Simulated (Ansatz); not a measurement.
# Cu wire along [111], 13 atoms a period: bands along the axis, part 2 of 2

Wanted: the relaxed geometry and the bands of the Cu wire along [111], 13 atoms a period.

Ansatz 0.2.0; DFT PBE, plane waves, PAW; relaxation of a wire's period; PAW set soft_1 (the session's first sound run).

So far: The structure; The relaxed wire.

## (2) The relaxed wire (continued)

The steps of the relaxation:

```tsv
step	energy less that of the first step (eV)	largest force component (eV/Å)	pressure (GPa)	volume (Å³)
1	0.0000	0.8469	-1.70	843.82
2	-0.4854	0.4089	-0.88	824.49
3	-0.6446	0.1061	0.01	782.30
4	-0.6641	0.0223	-0.02	793.57
5*	-0.6539	0.0223	-0.02	793.57
```

Relaxation steps marked * repeat the geometry before them on a plane-wave basis chosen anew for their cell, so energy and pressure can jump there.

The run keeps the 4 symmetry operations that it works with, so distortions that break them were not tested.

```tsv
cell as run	before	after	change
c (Å)	6.287	5.913	-6.0 %
```

The atoms that moved most (Å, along periodic axes as changes of fractional coordinates times the final cell, across vacuum about the mean position):

```tsv
atom	dx	dy	dz	length
Cu13	-0.103	0.000	0.000	0.103
Cu1	0.103	0.000	0.000	0.103
Cu12	-0.051	0.080	0.011	0.096
Cu11	0.051	0.080	0.011	0.096
Cu4	-0.051	-0.080	-0.011	0.096
Cu2	0.051	-0.080	-0.011	0.096
Cu6	0.000	0.025	0.024	0.035
Cu9	0.000	-0.025	-0.024	0.035
```

This step gave:

* energy at zero smearing: -86114.4537 eV
* cell length along the wire: 5.913 Å

The cell's length comes to 5.913 Å with spin left out.

## (3) The wire at its relaxed period

This step: DFT PBE, plane waves, PAW; bands of a perfect wire; PAW set soft_1 (Ansatz 0.2.0).

At the relaxed period the bands are computed along the axis; those that cross an energy going forward count the channels that a perfect wire would open there.

File input.yaml:

```yaml
crystal:
  lattice:
    - [11.934, 0.0, 0.0]
    - [0.0, 11.246, 0.0]
    - [0.0, 0.0, 5.9129399286]
  atoms:
    - { symbol: Cu, position: [0.293502627, 0.5, 0.0] }
    - { symbol: Cu, position: [0.396712638, 0.690535937, 0.998205323] }
    - { symbol: Cu, position: [0.499983041, 0.5, 0.0] }
    - { symbol: Cu, position: [0.603253445, 0.690535937, 0.998205323] }
    - { symbol: Cu, position: [0.392592604, 0.433925842, 0.338909344] }
    - { symbol: Cu, position: [0.499983041, 0.633959494, 0.337476719] }
    - { symbol: Cu, position: [0.607373479, 0.433925842, 0.338909344] }
    - { symbol: Cu, position: [0.392592604, 0.566074158, 0.661090656] }
    - { symbol: Cu, position: [0.499983041, 0.366040506, 0.662523281] }
    - { symbol: Cu, position: [0.607373479, 0.566074158, 0.661090656] }
    - { symbol: Cu, position: [0.396712638, 0.309464063, 0.001794677] }
    - { symbol: Cu, position: [0.603253445, 0.309464063, 0.001794677] }
    - { symbol: Cu, position: [0.706463455, 0.5, 0.0] }
kpoints:
  mp_grid: { grid: [1, 1, 14] }
  band_path: { path: ["Γ", Z], npoints: 90 }
scf:
  occupations: { method: fermi_dirac, width: 0.05 }
hamiltonian:
  xc: pbe
  pseudopotentials: { kind: paw, azcp: { folder: soft_1 } }
output:
  dos: { e_range: [-5, 4] }
  write_potential: true
  write_density: true
  volumetric_format: npy
```

Command:

```
$ ansatz run input.yaml --threads 4 --pin off --max-ram 16384MiB --backend cpu --events-out ev --progress --plain --runs-dir out
```

Numbers of over 12 decimals in the logs are rounded to 6 here.

Log:

```text
[...]
Crystal: 13 atoms, lattice volume = 793.574 Å³
Basis set: ecut = 420 eV, 15461 PW (Γ)
Bands: 149, of which v1, the nominal top of the filled ones, is band 124 counted from 1 (123 counted from 0)
Symmetry: 4 space group operations
[...]
k-points: 8 of 14
[...]
SCF iter   1: F=—  HF=-86121.909848 eV  |F-HF|=—  |Δ(HF+E_count)|=         —  Δρ=8.56e-2  dr2=3.78e1  ethr=3.10e-3  ⟨swp⟩=8.5  Hψ=5580  notcnv=0  defer=25
[...]
SCF iter  18: F=-86114.487176 eV  HF=-86114.487176 eV  |F-HF|=9.31e-10  |Δ(HF+E_count)|=   2.62e-9  Δρ=2.15e-6  dr2=3.13e-8  ethr=4.05e-11  ⟨swp⟩=12.6  Hψ=4076  notcnv=0
SCF 1 converged in 18 iterations: F = -86114.487176 eV  dr2 = 3.13e-8
[...]
NSCF: frozen V_eff on 91 k-points
WARN: The output density's exchange-correlation potential varies sharply where the density is thin. Do not read a vacuum level from v_tot or v_xc, or from such a field of the output density. On a cell that repeats whose density bears no net charge and no dipole along the vacuum's axis use v_es (v_loc + v_h of the components); under efield.dipole_correction with no amplitude use v_es + v_field, which holds any externa [...]
SCF converged after 18 iterations
Free energy (F): -86114.487176 eV
[...]
Internal energy: -86114.414278 eV  (E = F + TS)
E sigma→0 (E₀):  -86114.450727 eV
Entropy (-TS):   -0.072897 eV (-5.607 meV/atom)
Fermi energy:    -0.335399 eV
[...]
--- Band table (eV; the first three rows and the last of 8) ---
  k-point 0: bands = [... 120 lower, -1.2336, -0.7106, -0.5953, -0.5660, 0.1234, 1.2034, 1.2299, 1.4558, ... 21 higher]
  k-point 1: bands = [... 120 lower, -1.3316, -0.5867, -0.5699, -0.5553, 0.1847, 0.8037, 0.8292, 1.8383, ... 21 higher]
  k-point 2: bands = [... 120 lower, -1.3684, -0.5532, -0.5234, -0.3450, 0.3385, 0.3633, 0.3922, 1.9039, ... 21 higher]
  k-point 7: bands = [... 120 lower, -1.1848, -1.0006, -0.9876, -0.1936, -0.1529, 0.4555, 0.8162, 1.3249, ... 21 higher]
```

It took 81 s on 4 threads of Intel Xeon Platinum 8488C (Sapphire Rapids), shared host; peak memory 5.4 GiB.

Reading the cycles: dr2 is the Hartree energy of the density residual (eV), the measure of convergence; HF is the Harris–Foulkes estimate of the energy, which meets the free energy F at convergence.

Numbers from this step:

```
energy at zero smearing : -86114.4507 eV
band gap                : 0 eV
```

The electronic bands at the labelled points (eV, zero at the Fermi level; # counts the bands kept):

```tsv
point	#63	#64	#65	#66	#67	#68	#69	#70
Γ	-1.15	-0.90	-0.38	-0.26	-0.23	0.46	1.54	1.57
halfway	-1.23	-0.95	-0.15	-0.12	0.09	0.12	0.26	1.24
Z	-1.20	-0.85	-0.67	-0.65	0.14	0.18	0.79	1.15
```

Between Γ and Z the bands cross the Fermi level 3 times, so a perfect wire would conduct at least 3 G₀, with spin left out.

## (4) Outcome

| Quantity | Value |
| --- | --- |
| cell length, PBE | 5.913 Å |
| ballistic conductance by band crossings, a lower bound, PBE | 3 G₀ |

What this shows: Under PBE the cell's length is 5.91 Å, and the bands cross the Fermi level 3 times between Γ and Z, which gives a perfect wire at least 3 G₀ (opposite crossings within one step of the path cancel in such a count).

[Logs are printed without paths, hosts, clocks, repeated set-up lines and the standing remarks that a program may print on its own settings, such as how far it seeks lower states.]

[Hosts, paths, dates, database ids (printed as entryN), source tags and the programs' standing remarks are cut or masked in the printed files.]
